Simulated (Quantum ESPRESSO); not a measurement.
The Gd L₃ edge of atom 1 in GdO2 (P2_1/m), with 2 O at 2.29 Å, 1 O at 2.35 Å, 2 O at 2.36 Å and 2 O at 2.38 Å (7-fold, site symmetry m), was computed in 2 ways: excited-electron core hole (neutral cell) and no core hole. Program and functional: Quantum ESPRESSO XSpectra, LDA, without spin-orbit coupling, Lorentzian half width 2 eV (not a setting of the program: the run's 0.4 eV curve was folded afterwards with a further Lorentzian); cells of 6 and 12 atoms (the run without a hole in the smaller).

Each run is counted from its own lowest empty level or Fermi level and scaled to a mean of 1 over its first 20 eV.

```csv
E (eV),run 1,run 2
-2.0,0.20,0.12
-1.4,0.24,0.14
-0.8,0.28,0.15
-0.2,0.33,0.17
0.4,0.40,0.19
1.0,0.49,0.22
1.6,0.61,0.26
2.2,0.78,0.30
2.8,1.02,0.36
3.4,1.33,0.45
4.0,1.67,0.56
4.6,1.96,0.71
5.2,2.13,0.91
5.8,2.20,1.16
6.4,2.18,1.41
7.0,2.05,1.64
7.6,1.83,1.81
8.2,1.56,1.92
8.8,1.31,1.98
9.4,1.11,1.98
10.0,0.95,1.93
10.6,0.83,1.79
11.2,0.75,1.60
11.8,0.69,1.39
12.4,0.65,1.21
13.0,0.61,1.07
13.6,0.59,0.97
14.2,0.57,0.89
14.8,0.55,0.82
15.4,0.54,0.78
16.0,0.54,0.74
16.6,0.54,0.71
17.2,0.54,0.70
17.8,0.55,0.69
18.4,0.55,0.69
19.0,0.55,0.68
19.6,0.55,0.68
20.2,0.55,0.67
20.8,0.54,0.66
21.4,0.54,0.65
22.0,0.54,0.65
22.6,0.54,0.65
23.2,0.54,0.65
23.8,0.55,0.65
24.4,0.56,0.65
25.0,0.56,0.65
25.6,0.56,0.65
26.2,0.56,0.65
26.8,0.56,0.65
27.4,0.56,0.64
28.0,0.56,0.64
28.6,0.57,0.63
29.2,0.59,0.63
29.8,0.60,0.64
30.4,0.61,0.65
31.0,0.62,0.66
31.6,0.63,0.67
```

Question: Which run is which?

Run 1: excited-electron core hole (neutral cell) (area from −2 to 6 eV 7.9, main maxima 6.0 eV (2.21)). Run 2: no core hole (area from −2 to 6 eV 3.3, main maxima 9.2 eV (1.99)). With each curve scaled to its own mean, the area from −2 to 6 eV with the hole is 7.9 against 3.3, and the centre of weight from −1 to 20 eV moves by -2.1 eV: the hole pulls the absorber's empty states down.

[Banner, clock and machine lines of the logs are left out without a mark of their own.]

[Logs are printed without paths, hosts, clocks, repeated set-up lines and the standing remarks that a program may print on its own settings, such as how far it seeks lower states.]

[Hosts, paths, dates, database ids (printed as entryN), source tags and the programs' standing remarks are cut or masked in the printed files.]

[Lists of maxima count a maximum above −3 eV only where it reaches 4 % of the highest in the window and stands out from its surroundings by 2 % of it (1.5 % where it reaches 55 %); shoulders and weaker maxima are passed over, and of the rest the first, up to two pre-edge ones and the few strongest are named.]
